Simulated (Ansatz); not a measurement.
# What NaP3 (built on the NaN3 structure) distorts into, part 2 of 3

Which phase does NaP3 (built on the NaN3 structure) fall into along its unstable mode, and how much energy does it gain?

Ansatz 0.2.0; DFT PBEsol, scalar-relativistic, plane waves, PAW.

So far, highest frequency on path, mesh or solved points (cm⁻¹): step 2 (phonons on a q mesh) 302. Also lowest frequency on the path (cm⁻¹): step 2 -224.

The structure was built from a prototype and need not be the compound's stable phase.

## (4) The mode frozen in, largest atomic shift 0.45 Å

The atoms are moved along the unstable eigenvector, the largest shift by 0.45 Å, with the cell fixed.

Contents of input.yaml:

```yaml
crystal:
  lattice:
    - [3.9575023488, 3.9575023488, 0.0]
    - [3.9575023488, 0.0, 3.9575023488]
    - [3.9575023488, 0.0, -3.9575023488]
  atoms:
    - { symbol: Na, position: [-0.0590733732, 0.0590733732, 0.0] }
    - { symbol: Na, position: [0.0590733732, 0.4409266268, 0.5] }
    - { symbol: P, position: [0.4195962444, 0.5804037556, 0.0] }
    - { symbol: P, position: [0.5804037556, -0.0804037556, 0.5] }
    - { symbol: P, position: [0.5, 0.5402018778, 0.5402018778] }
    - { symbol: P, position: [0.5, -0.0402018778, -0.0402018778] }
    - { symbol: P, position: [0.0, 0.9597981222, 0.4597981222] }
    - { symbol: P, position: [0.0, 0.5402018778, 0.0402018778] }
kpoints:
  mp_grid: { grid: [10, 10, 10] }
hamiltonian:
  xc: pbesol
scf:
  occupations: { method: methfessel_paxton, width: 0.2 }
output:
  forces: true
  stress: true
  eigenvalues: true
```

Started as:

```bash
ansatz run input.yaml --threads 8 --pin off --max-ram 14336MiB --backend cpu --events-out ev --progress --plain --runs-dir out
```

What it wrote:

```text
[...]
Crystal: 8 atoms, lattice volume = 123.963 Å³
Basis set: ecut = 420 eV, 2421 PW (Γ), exchange–correlation on 80×80×80 points (8 copies of the dense FFT grid, shifted against one another)
Bands: 32, of which v1, the nominal top of the filled ones, is band 24 counted from 1 (23 counted from 0)
Symmetry: 8 space group operations
[...]
k-points: 171 of 1000
[...]
k-point 0: bands = [... 20 lower, 4.8700, 9.1602, 9.5365, 9.5940, 10.3651, 10.6037, 11.4358, 12.9658, ... 4 higher]
  k-point 1: bands = [... 20 lower, 5.1366, 9.1065, 9.2936, 9.3717, 10.5152, 10.5546, 11.0901, 12.8359, ... 4 higher]
  k-point 2: bands = [... 20 lower, 5.8449, 8.1652, 8.6122, 9.8092, 10.2008, 10.4506, 11.0972, 12.0110, ... 4 higher]
  k-point 170: bands = [... 20 lower, 7.0720, 7.2305, 7.7061, 8.0288, 8.0403, 9.4349, 9.8396, 11.0853, ... 4 higher]
[key lines of the parts left out:]
SCF converged after 8 iterations
Free energy (F): -7390.495203 eV
Fermi energy:    9.023433 eV
P = ⅓ Tr σ = 5.8981 GPa (58.981 kbar)
```

Elapsed: 4.2 s, on 8 threads of Arm Neoverse V2, shared host; peak memory 0.85 GiB.

Numbers from this step:

```
pressure                         : 5.898 GPa
energy from the undistorted cell : -141.6 meV/atom
```

The energy, extrapolated to zero smearing, is -141.60 meV/atom against the undistorted cell.

The run ends at a pressure of 5.90 GPa, with forces up to 1.2 eV/Å.

## (5) Energy along the mode, all amplitudes (two of the runs are shown above)

An imaginary frequency means negative curvature, so the energy should fall and then rise again as anharmonic terms take over.

This step gave:

```yaml
depth_at_the_lowest_point_sampled: 141.6 meV/atom
largest_atomic_shift_at_that_point: 0.45 Å
```

Table of energy from the parent by largest atomic shift:

| largest atomic shift (Å) | energy from the parent (meV/atom) |
| --- | --- |
| 0.000 | 0 |
| 0.040 | -1.79 |
| 0.080 | -7.49 |
| 0.140 | -24.6 |
| 0.220 | -57.9 |
| 0.320 | -103 |
| 0.450 | -142 |
| 0.600 | -116 |

Displacement at unit largest shift by atom:

| atom | x (Å) | y (Å) | z (Å) | size |
| --- | --- | --- | --- | --- |
| Na1 | 0.000 | -0.520 | 0.520 | 0.735 |
| Na2 | 0.000 | 0.520 | -0.520 | 0.735 |
| P3 | 0.000 | -0.707 | 0.707 | 1.000 |
| P4 | 0.000 | 0.707 | -0.707 | 1.000 |
| P5 | 0.707 | 0.000 | 0.000 | 0.707 |
| P6 | -0.707 | 0.000 | 0.000 | 0.707 |
| P7 | -0.707 | 0.000 | 0.000 | 0.707 |
| P8 | 0.707 | 0.000 | 0.000 | 0.707 |

The lowest step is at 0.45 Å, 142 meV/atom below the parent, and the energy rises beyond it.

## (6) Relaxing from the distorted cell

Starting from the lowest point found, all atoms and the cell are let go, so that strain and other modes of the same symmetry can join in.

input.yaml, as its differences from that of step 4:

```diff
@@ -24 +24,6 @@
   eigenvalues: true
+relax:
+  adjacent_minimum: "off"
+  f_tol: 0.002
+  max_steps: 120
+  cell: { stress_tol: 0.03 }
```

What it wrote:

```text
[...]
Crystal: 8 atoms, lattice volume = 123.963 Å³
Basis set: ecut = 420 eV, 2421 PW (Γ), exchange–correlation on 80×80×80 points (8 copies of the dense FFT grid, shifted against one another)
Bands: 32, of which v1, the nominal top of the filled ones, is band 24 counted from 1 (23 counted from 0)
Symmetry: 8 space group operations
[...]
k-points: 171 of 1000
[...]
SCF iter   1: F=—  HF=-7390.507870 eV  |F-HF|=—  |Δ(HF+E_count)|=         —  Δρ=5.08e-3  dr2=3.10e-2  ethr=1.77e-3  ⟨swp⟩=8.9  Hψ=29633  notcnv=0
[...]
SCF iter   8: F=-7390.495203 eV  HF=-7390.495203 eV  |F-HF|=1.08e-8  |Δ(HF+E_count)|=   4.88e-8  S|Δr|=    0.00e0  Δρ=2.70e-6  dr2=1.46e-8  ethr=2.08e-10  ⟨swp⟩=10.1  Hψ=26369  notcnv=0
SCF 1 converged in 8 iterations: F = -7390.495203 eV  dr2 = 1.46e-8
[...]
relax step   1: F+E_penalty+E_count = -7390.49520346 eV  Δ(F+E_penalty+E_count) = +0.000e0 eV  max|allowed force component| = 8.258e-1 eV/Å  Δτ_max = 0.0000 Å  P = +5.898 GPa  Ω = 123.963 Å³  (8 SCF iters, dr2 threshold 1.00e-7 eV, accepted)
Crystal: 8 atoms, lattice volume = 134.285 Å³
Basis set: ecut = 420 eV, 2649 PW (Γ), exchange–correlation on 80×80×80 points (8 copies of the dense FFT grid, shifted against one another)
[...]
SCF iter   7: F=-7391.063711 eV  HF=-7391.063711 eV  |F-HF|=3.49e-9  |Δ(HF+E_count)|=   1.66e-7  S|Δr|=    0.00e0  Δρ=7.23e-6  dr2=9.81e-8  ethr=1.67e-9  ⟨swp⟩=8.7  Hψ=24854  notcnv=0
SCF 2 converged in 7 iterations: F = -7391.063711 eV  dr2 = 9.81e-8
relax step   2: F+E_penalty+E_count = -7391.06371074 eV  Δ(F+E_penalty+E_count) = -5.685e-1 eV  max|allowed force component| = 2.826e-1 eV/Å  Δτ_max = 0.1897 Å  P = +0.191 GPa  Ω = 134.285 Å³  energy of the carried Pulay correction = -1.862e-3 eV  (7 SCF iters, dr2 threshold 8.00e-7 eV, accepted)
Crystal: 8 atoms, lattice volume = 138.637 Å³
Basis set: ecut = 420 eV, 2707 PW (Γ), exchange–correlation on 80×80×80 points (8 copies of the dense FFT grid, shifted against one another)
[...]
SCF iter   6: F=-7391.185870 eV  HF=-7391.185870 eV  |F-HF|=1.51e-7  |Δ(HF+E_count)|=   2.91e-7  S|Δr|=    0.00e0  Δρ=2.07e-5  dr2=5.89e-7  ethr=1.67e-9  ⟨swp⟩=8.1  Hψ=32183  notcnv=0
SCF 3 converged in 6 iterations: F = -7391.185870 eV  dr2 = 5.89e-7
relax step   3: F+E_penalty+E_count = -7391.18587008 eV  Δ(F+E_penalty+E_count) = -1.222e-1 eV  max|allowed force component| = 2.704e-1 eV/Å  Δτ_max = 0.1410 Å  P = -0.987 GPa  Ω = 138.637 Å³  energy of the carried Pulay correction = -2.603e-3 eV  (6 SCF iters, dr2 threshold 8.00e-7 eV, accepted)
[... from here on, the SCF cycles and remarks between the steps are left out ...]
relax step   4: F+E_penalty+E_count = -7391.21036715 eV  Δ(F+E_penalty+E_count) = -2.450e-2 eV  max|allowed force component| = 1.030e-1 eV/Å  Δτ_max = 0.0260 Å  P = -0.470 GPa  Ω = 139.135 Å³  energy of the carried Pulay correction = -2.686e-3 eV  (5 SCF iters, dr2 threshold 8.00e-7 eV, accepted)
relax step   5: F+E_penalty+E_count = -7391.22011123 eV  Δ(F+E_penalty+E_count) = -9.744e-3 eV  max|allowed force component| = 7.527e-2 eV/Å  Δτ_max = 0.0220 Å  P = +0.007 GPa  Ω = 138.786 Å³  energy of the carried Pulay correction = -2.628e-3 eV  (5 SCF iters, dr2 threshold 8.00e-7 eV, accepted)
relax step   6: F+E_penalty+E_count = -7391.28956250 eV  Δ(F+E_penalty+E_count) = -6.945e-2 eV  max|allowed force component| = 7.895e-2 eV/Å  Δτ_max = 0.1164 Å  P = +1.729 GPa  Ω = 138.040 Å³  energy of the carried Pulay correction = -2.503e-3 eV  (6 SCF iters, dr2 threshold 8.00e-7 eV, accepted)
relax step   7: F+E_penalty+E_count = -7391.35753899 eV  Δ(F+E_penalty+E_count) = -6.798e-2 eV  max|allowed force component| = 3.340e-1 eV/Å  Δτ_max = 0.1447 Å  P = +2.464 GPa  Ω = 138.385 Å³  energy of the carried Pulay correction = -2.560e-3 eV  (6 SCF iters, dr2 threshold 8.00e-7 eV, accepted)
relax step   8: F+E_penalty+E_count = -7391.55523039 eV  Δ(F+E_penalty+E_count) = -1.977e-1 eV  max|allowed force component| = 3.497e-1 eV/Å  Δτ_max = 0.1208 Å  P = -0.319 GPa  Ω = 141.698 Å³  energy of the carried Pulay correction = -3.110e-3 eV  (7 SCF iters, dr2 threshold 8.00e-7 eV, accepted)
relax step   9: F+E_penalty+E_count = -7391.59400888 eV  Δ(F+E_penalty+E_count) = -3.878e-2 eV  max|allowed force component| = 1.292e-1 eV/Å  Δτ_max = 0.0541 Å  P = -0.041 GPa  Ω = 137.780 Å³  energy of the carried Pulay correction = -2.459e-3 eV  (6 SCF iters, dr2 threshold 8.00e-7 eV, accepted)
relax step  10: F+E_penalty+E_count = -7391.60749242 eV  Δ(F+E_penalty+E_count) = -1.348e-2 eV  max|allowed force component| = 6.457e-2 eV/Å  Δτ_max = 0.0601 Å  P = -0.466 GPa  Ω = 139.273 Å³  energy of the carried Pulay correction = -2.709e-3 eV  (5 SCF iters, dr2 threshold 8.00e-7 eV, accepted)
relax step  11: F+E_penalty+E_count = -7391.61132404 eV  Δ(F+E_penalty+E_count) = -3.832e-3 eV  max|allowed force component| = 1.372e-2 eV/Å  Δτ_max = 0.0475 Å  P = -0.082 GPa  Ω = 138.857 Å³  energy of the carried Pulay correction = -2.640e-3 eV  (5 SCF iters, dr2 threshold 8.00e-7 eV, accepted)
relax step  12: F+E_penalty+E_count = -7391.61256409 eV  Δ(F+E_penalty+E_count) = -1.240e-3 eV  max|allowed force component| = 7.194e-3 eV/Å  Δτ_max = 0.0126 Å  P = +0.021 GPa  Ω = 138.439 Å³  energy of the carried Pulay correction = -2.570e-3 eV  (5 SCF iters, dr2 threshold 3.17e-7 eV, accepted)
relax step  13: F+E_penalty+E_count = -7391.61257983 eV  Δ(F+E_penalty+E_count) = -1.574e-5 eV  max|allowed force component| = 7.059e-3 eV/Å  Δτ_max = 0.0020 Å  P = +0.002 GPa  Ω = 138.449 Å³  energy of the carried Pulay correction = -2.571e-3 eV  (5 SCF iters, dr2 threshold 1.07e-8 eV, accepted)
relax step  14: F+E_penalty+E_count = -7391.61258746 eV  Δ(F+E_penalty+E_count) = -7.633e-6 eV  max|allowed force component| = 4.610e-4 eV/Å  Δτ_max = 0.0007 Å  P = +0.001 GPa  Ω = 138.474 Å³  energy of the carried Pulay correction = -2.575e-3 eV  (5 SCF iters, dr2 threshold 3.11e-9 eV, accepted)
relax step  15: F+E_penalty+E_count = -7391.62630971 eV  Δ(F+E_penalty+E_count) = -1.372e-2 eV  max|allowed force component| = 2.006e-3 eV/Å  Δτ_max = 0.0000 Å  P = +0.165 GPa  Ω = 138.474 Å³  stress off target by 3.31e-1 GPa  SCF on the basis re-selected at this cell (its energy is not comparable with the rows above)  (7 SCF iters)
relax step  16: F+E_penalty+E_count = -7391.62659229 eV  Δ(F+E_penalty+E_count) = -2.826e-4 eV  max|allowed force component| = 3.978e-3 eV/Å  Δτ_max = 0.0055 Å  P = +0.023 GPa  Ω = 138.774 Å³  energy of the carried Pulay correction = -4.565e-5 eV  (4 SCF iters, dr2 threshold 2.75e-7 eV, accepted)
relax step  17: F+E_penalty+E_count = -7391.62659791 eV  Δ(F+E_penalty+E_count) = -5.617e-6 eV  max|allowed force component| = 5.738e-4 eV/Å  Δτ_max = 0.0005 Å  P = +0.003 GPa  Ω = 138.801 Å³  energy of the carried Pulay correction = -4.984e-5 eV  (5 SCF iters, dr2 threshold 4.96e-9 eV, accepted)
[...]
SCF iter   5: F=-7391.626649 eV  HF=-7391.626649 eV  |F-HF|=0.00e0  |Δ(HF+E_count)|=  1.27e-10  S|Δr|=    0.00e0  Δρ=8.39e-8  dr2=7.89e-12  ethr=1.00e-12  ⟨swp⟩=10.5  Hψ=32530  notcnv=0
SCF 18 converged in 5 iterations: F = -7391.626649 eV  dr2 = 7.89e-12
relax step  18: F+E_penalty+E_count = -7391.62664887 eV  Δ(F+E_penalty+E_count) = -5.096e-5 eV  max|allowed force component| = 5.614e-4 eV/Å  Δτ_max = 0.0000 Å  P = +0.002 GPa  Ω = 138.801 Å³  stress off target by 7.58e-3 GPa  SCF on the basis re-selected at this cell (its energy is not comparable with the rows above)  (5 SCF iters)
[...]
SCF converged after 5 iterations
[...]
Free energy (F): -7391.626649 eV
[...]
Internal energy: -7391.628875 eV  (E = F + TS)
E sigma→0 (E₀):  -7391.627205 eV
Entropy (-TS):   0.002226 eV (0.278 meV/atom)
Fermi energy:    7.546159 eV
[...]
--- Forces (eV/Å), atoms counted from 1 ---
  atom   1  Na    -0.00000000     0.00042434    -0.00042434
  atom   2  Na     0.00000000    -0.00042434     0.00042434
  atom   3  P     -0.00000000     0.00007293    -0.00007293
  atom   4  P      0.00000000    -0.00007293     0.00007293
  atom   5  P     -0.00056144     0.00000000    -0.00000000
  atom   6  P      0.00056144    -0.00000000     0.00000000
  atom   7  P      0.00056144    -0.00000000     0.00000000
  atom   8  P     -0.00056144     0.00000000    -0.00000000
  max |Σ_I F_I| component: 1.39e-17 eV/Å
--- Stress (GPa, compression-positive) ---
        0.000286       0.000000       0.000000
        0.000000       0.003570       0.004010
        0.000000       0.004010       0.003570
  P = ⅓ Tr σ = 0.0025 GPa (0.025 kbar)
--- Band table (eV; the first three rows and the last of 171) ---
  k-point 0: bands = [... 20 lower, 5.1511, 5.8563, 7.0554, 7.2618, 8.4775, 9.3258, 10.2458, 10.4771, ... 4 higher]
  k-point 1: bands = [... 20 lower, 5.3219, 5.5769, 7.0922, 7.1969, 8.6619, 8.9596, 10.5391, 10.5598, ... 4 higher]
  k-point 2: bands = [... 20 lower, 4.8128, 5.8452, 6.6667, 7.5581, 8.0897, 9.0600, 10.2061, 10.8112, ... 4 higher]
  k-point 170: bands = [... 20 lower, 5.8184, 6.1858, 6.2410, 7.5574, 8.1007, 8.1463, 8.6115, 8.7607, ... 4 higher]
--- Relaxed structure (16 steps of the walk, 16 accepted, 2 SCFs on fresh bases) ---
  F+E_penalty+E_count = -7391.62664887 eV   max|allowed force component| = 5.614e-4 eV/Å   (the final SCF, on the basis selected at the relaxed cell)
  cell:  # Å, volume = 138.8012 Å³
    - [4.154883, 4.097478, 0.293161]
    - [4.154883, 0.293161, 4.097478]
    - [4.154883, -0.293161, -4.097478]
  atoms:
    - { symbol: Na, position: [-0.188978, 0.188978, 0.0] }
    - { symbol: Na, position: [0.188978, 0.311022, 0.5] }
    - { symbol: P, position: [0.308916, 0.691084, -2.220446e-16] }
    - { symbol: P, position: [0.691084, -0.191084, 0.500000] }
    - { symbol: P, position: [0.500000, 0.546415, 0.546415] }
    - { symbol: P, position: [0.500000, -0.046415, -0.046415] }
    - { symbol: P, position: [0.0, 0.953585, 0.453585] }
    - { symbol: P, position: [0.0, 0.546415, 0.046415] }
```

It took 80 s on 8 threads; peak memory 0.96 GiB; 10 min of CPU time.

Relaxation path:

| step | energy less that of the first step (eV) | largest force component (eV/Å) | pressure (GPa) | volume (Å³) |
| --- | --- | --- | --- | --- |
| 1 | 0.0000 | 0.8258 | 5.90 | 123.96 |
| 2 | -0.5685 | 0.2826 | 0.19 | 134.29 |
| 3 | -0.6907 | 0.2704 | -0.99 | 138.64 |
| 4 | -0.7152 | 0.1030 | -0.47 | 139.13 |
| 5 | -0.7249 | 0.0753 | 0.01 | 138.79 |
| 6 | -0.7944 | 0.0790 | 1.73 | 138.04 |
| 7 | -0.8623 | 0.3340 | 2.46 | 138.38 |
| 8 | -1.0600 | 0.3497 | -0.32 | 141.70 |
| 9 | -1.0988 | 0.1292 | -0.04 | 137.78 |
| 10 | -1.1123 | 0.0646 | -0.47 | 139.27 |
| 11 | -1.1161 | 0.0137 | -0.08 | 138.86 |
| 12 | -1.1174 | 0.0072 | 0.02 | 138.44 |
| 13 | -1.1174 | 0.0071 | 0.00 | 138.45 |
| 14 | -1.1174 | 0.0005 | 0.00 | 138.47 |
| 15* | -1.1311 | 0.0020 | 0.17 | 138.47 |
| 16 | -1.1314 | 0.0040 | 0.02 | 138.77 |
| 17 | -1.1314 | 0.0006 | 0.00 | 138.80 |
| 18* | -1.1314 | 0.0006 | 0.00 | 138.80 |

Relaxation steps marked * repeat the geometry before them on a plane-wave basis chosen anew for their cell, so energy and pressure can jump there.

The run keeps the 8 symmetry operations that the program found, so distortions that break them were not tested.

| conventional cell, symmetrised | before | after | change |
| --- | --- | --- | --- |
| a (Å) | 5.597 | 6.209 | +10.9 % |
| b (Å) | 7.915 | 8.310 | +5.0 % |
| c (Å) | 5.597 | 5.380 | -3.9 % |
| volume (Å³/atom) | 15.50 | 17.35 | +12.0 % |

The atoms that moved most (Å, as changes of fractional coordinates times the final cell):

| atom | dx | dy | dz | length |
| --- | --- | --- | --- | --- |
| Na1 | 0.000 | -0.494 | 0.494 | 0.699 |
| Na2 | 0.000 | 0.494 | -0.494 | 0.699 |
| P4 | 0.000 | 0.421 | -0.421 | 0.595 |
| P3 | 0.000 | -0.421 | 0.421 | 0.595 |
| P8 | 0.052 | 0.000 | 0.000 | 0.052 |
| P6 | -0.052 | 0.000 | 0.000 | 0.052 |
| P5 | 0.052 | 0.000 | 0.000 | 0.052 |
| P7 | -0.052 | 0.000 | 0.000 | 0.052 |

This step gave:

```yaml
pressure: 0.002475 GPa
volume_per_atom: 17.35 Å³
```

The distorted start has space group Imma; the relaxation ends in Imma.

## (7) The new phase in its own primitive cell

The relaxed structure is symmetrised, reduced to its primitive cell and relaxed tightly, as its phonons need.

Contents of input.yaml:

```yaml
crystal:
  lattice:
    - [-3.1046505311, 4.1548833688, 2.6900584419]
    - [3.1046505311, -4.1548833688, 2.6900584419]
    - [3.1046505311, 4.1548833688, -2.6900584419]
  atoms:
    - { symbol: Na, position: [0.5610215128, 0.8110215128, 0.75] }
    - { symbol: Na, position: [0.4389784872, 0.1889784872, 0.25] }
    - { symbol: P, position: [0.0589161716, 0.3089161716, 0.75] }
    - { symbol: P, position: [0.9410838284, 0.6910838284, 0.25] }
    - { symbol: P, position: [0.7964151523, 0.5, 0.7964151523] }
    - { symbol: P, position: [0.2035848477, 0.5, 0.2035848477] }
    - { symbol: P, position: [0.2035848477, 0.0, 0.7035848477] }
    - { symbol: P, position: [0.7964151523, 0.0, 0.2964151523] }
kpoints:
  mp_grid: { grid: [10, 10, 10] }
hamiltonian:
  xc: pbesol
scf:
  occupations: { method: methfessel_paxton, width: 0.2 }
output:
  forces: true
  stress: true
  eigenvalues: true
relax:
  adjacent_minimum: "off"
  f_tol: 0.001
  max_steps: 60
  cell: { stress_tol: 0.01 }
```

What it wrote:

```text
[...]
Crystal: 8 atoms, lattice volume = 138.801 Å³
Basis set: ecut = 420 eV, 2707 PW (Γ), exchange–correlation on 80×80×80 points (8 copies of the dense FFT grid, shifted against one another)
Bands: 32, of which v1, the nominal top of the filled ones, is band 24 counted from 1 (23 counted from 0)
Symmetry: 8 space group operations
[...]
k-points: 171 of 1000
[...]
atoms:
    - { symbol: Na, position: [0.5610215128, 0.811022, 0.750000] }
    - { symbol: Na, position: [0.438978, 0.188978, 0.250000] }
    - { symbol: P, position: [0.058916, 0.308916, 0.750000] }
    - { symbol: P, position: [0.9410838284, 0.6910838284, 0.25] }
    - { symbol: P, position: [0.796415, 0.5, 0.796415] }
    - { symbol: P, position: [0.203585, 0.5, 0.203585] }
    - { symbol: P, position: [0.203585, -5.551115e-17, 0.703585] }
    - { symbol: P, position: [0.796415, 5.551115e-17, 0.296415] }
[key lines of the parts left out:]
SCF converged after 7 iterations
Free energy (F): -7391.626649 eV
Fermi energy:    7.546159 eV
P = ⅓ Tr σ = 0.0025 GPa (0.025 kbar)
```

Elapsed: 12 s, on 8 threads; peak memory 0.95 GiB.

Little changed from the start: no atom moved by 0.005 Å and no cell edge by 0.1 %.

Numbers from this step:

| Property | Result |
| --- | --- |
| pressure | 0.002476 GPa |

The largest force component left is 0.60 meV/Å and the pressure is 0.002 GPa, within the tolerances set. The cell now holds 17.35 Å³/atom.

(Part 2 of 3 ends here.)

[Long decimals in the printed logs are rounded to 6 places.]

[Logs are printed without paths, hosts, clocks, repeated set-up lines and the standing remarks that a program may print on its own settings, such as how far it seeks lower states.]

[Hosts, paths, dates, database ids (printed as entryN), source tags and the programs' standing remarks are cut or masked in the printed files.]

[Where the starting crystal was built by hand or by swapping elements, it need not be the compound's stable phase.]
